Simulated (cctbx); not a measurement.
# Lattice, Laue class and space group of a new crystal

Cell: a = 8.5870 Å, b = 8.5870 Å, c = 12.1020 Å, α = 90.00°, β = 90.00°, γ = 120.00°. Expected content of the cell: Er3 Ce3 Fe51.

The data are simulated with cctbx, not measured: Cu Kα, λ = 1.54184 Å, to d = 0.8 Å, 95 % of the full sphere, strongest reflection 20000 counts, noise from counting, a 1.5 % proportional error and a noise floor of 2 counts (s.d.); no absorption.

Tests on the unmerged data give:

```text
5998 reflections to d = 0.802 A
centring   violations  <I/sigma> of those
    A        882 of  2988      5.3
    B        892 of  2989      5.4
    C        888 of  2985      6.0
    I        889 of  2990      5.4
    R          0 of  4027     -0.0
    F       1331 of  4481      5.6
Laue class    unique    Rint  (classes that these axes allow; Friedel mates merged)
R -3 :H           349   0.075
R -3 m :H         213   0.075
space group    extra absences  I>4sigma  <I/sigma>
R 3 2 :H                0          0         -  acentric
R 3 m :H                0          0         -  acentric
R -3 m :H               0          0         -  centric
Wilson B = 1.46 A^2   <|E^2-1|> = 0.843 (0.968 centric, 0.736 acentric)   E^2>4: 2.3 %
shell (A)         n   <I/sigma>
 6.34 - 1.60     31     38.4
 1.60 - 1.27     28     33.8
 1.27 - 1.11     29     27.9
 1.11 - 1.01     27     24.8
 1.01 - 0.94     22     31.9
 0.94 - 0.88     29     26.1
 0.88 - 0.84     23     11.6
 0.84 - 0.80     24     23.9
```

**Question.** What are the lattice type, the Laue class and the likely space group?

The reflections that R centring forbids are absent (⟨I/σ⟩ near 0), so the lattice is R.

Rint stays low (0.075) up to R -3 m :H, the highest class in these axes. It includes Bijvoet differences, since Friedel mates are merged.

3 settings pass the absence test. No glide or screw absences show, which leaves R 3 2, R 3 m and R -3 m.

⟨|E²−1|⟩ = 0.843 lies between the two ideal values. The Wilson B of 1.46 Å² means U ≈ 0.0185 Å².

The true group is R3m (no. 160), Laue class -3m, non-centrosymmetric. The tables only narrow the choice to the tied entries; cell content, site symmetry and trial solutions must settle it.

This is a model crystal, built by substitution and not relaxed, with assumed displacement parameters.

[Logs are printed without paths, hosts, clocks, repeated set-up lines and the standing remarks that a program may print on its own settings, such as how far it seeks lower states.]
